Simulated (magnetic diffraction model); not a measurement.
# CaV2CrO8 below its ordering temperature

Space group I-4m2 (no. 119), a = 7.0770 Å, c = 6.0820 Å.

```csv
site,atom,x,y,z
2d,Cr,1/2,0,1/4
2b,V,0,0,1/2
2c,V,0,1/2,1/4
2a,Ca,0,0,0
8i,O,0.1963,0,0.3429
8i,O,0,0.3316,0.0648
```

This is a made-up structure (elements placed in a structure type, unrelaxed), so the numbers test the method and describe no known phase.

Only Cr is taken to order (form factors of Cr4+); orders and moment sizes are assumed, and not adapted to the symmetry. Radiation: neutrons of λ = 1.594 Å, 5° to 45°; isotropic B of 0.74 Å² (Cr), 0.78 Å² (V), 0.78 Å² (Ca) and 0.74 Å² (O). Simulated constant-wavelength pattern: nuclear and magnetic terms add, the magnetic one as |2.695 fm × Σ f S⊥ exp(2πi Q·r) exp(−B s²)|², summed over all Q at one angle with the factor 1/(sin²θ cos θ). For collinear order S is the moment m, which repeats by lattice and centring translations R with the sign exp(−2πi k·R). Free-ion form factors, Sears's scattering lengths of 1992, no absorption; a label names one of the reflections at its angle. The strongest nuclear line in the range is 100, and lines under 0.2 are left out.

Above the ordering temperature:

```
2θ (°)    index      I
 18.33  (1 1 0)    1.6
 19.90  (1 0 1)    6.7
 26.03  (2 0 0)   28.3
 30.39  (0 0 2)    2.6
 32.98  (2 1 1)   14.9
 35.72  (1 1 2)    1.3
 37.15  (2 2 0)   29.2
 40.43  (2 0 2)  100.0
 42.49  (3 0 1)   99.5
```

Below it (cell unchanged):

| 2θ (°) | I |
| --- | --- |
| 18.33 | 4.0 |
| 19.90 | 12.9 |
| 26.03 | 29.3 |
| 30.39 | 3.3 |
| 32.98 | 17.4 |
| 35.72 | 2.7 |
| 37.15 | 29.6 |
| 40.43 | 100.8 |
| 41.73 | 0.6 |
| 42.49 | 100.1 |

**Question.** Find the propagation vector, then choose among these models:
A. collinear moments along [001], 1.85 μB on Cr
B. collinear moments along [110], 1.85 μB on Cr
C. collinear moments along [100], 1.85 μB on Cr

No line moves, and magnetic intensity falls on nuclear lines such as the one at 19.90°, so the magnetic cell equals the chemical primitive cell: k = 0.

Magnetic intensity, observed (below minus above) and for each model:

| 2θ (°) | index | observed | A | B | C |
| --- | --- | --- | --- | --- | --- |
| 18.33 | (1 1 0) | 2.4 | 4.8 | 2.4 | 2.4 |
| 19.90 | (1 0 1) | 6.2 | 3.3 | 6.2 | 6.2 |
| 26.03 | (2 0 0) | 1.0 | 2.0 | 1.0 | 1.0 |
| 30.39 | (0 0 2) | 0.7 | <0.2 | 0.7 | 0.7 |
| 32.98 | (2 1 1) | 2.5 | 3.2 | 2.5 | 2.5 |
| 35.72 | (1 1 2) | 1.4 | 0.4 | 1.4 | 1.4 |
| 40.43 | (2 0 2) | 0.8 | 0.5 | 0.8 | 0.8 |
| 41.73 | (3 1 0) | 0.5 | 0.9 | 0.5 | 0.5 |

Models B and C match alike on every line, so these data can't choose among them (such ties are often domains of one structure): a powder sees only the angle between collinear moments and the unique axis of a uniaxial spin configuration, and no direction at all where the configuration is cubic.

The structure used: k = (0 0 0), collinear moments along [100], 1.85 μB on Cr.

[Logs are printed without paths, hosts, clocks, repeated set-up lines and the standing remarks that a program may print on its own settings, such as how far it seeks lower states.]
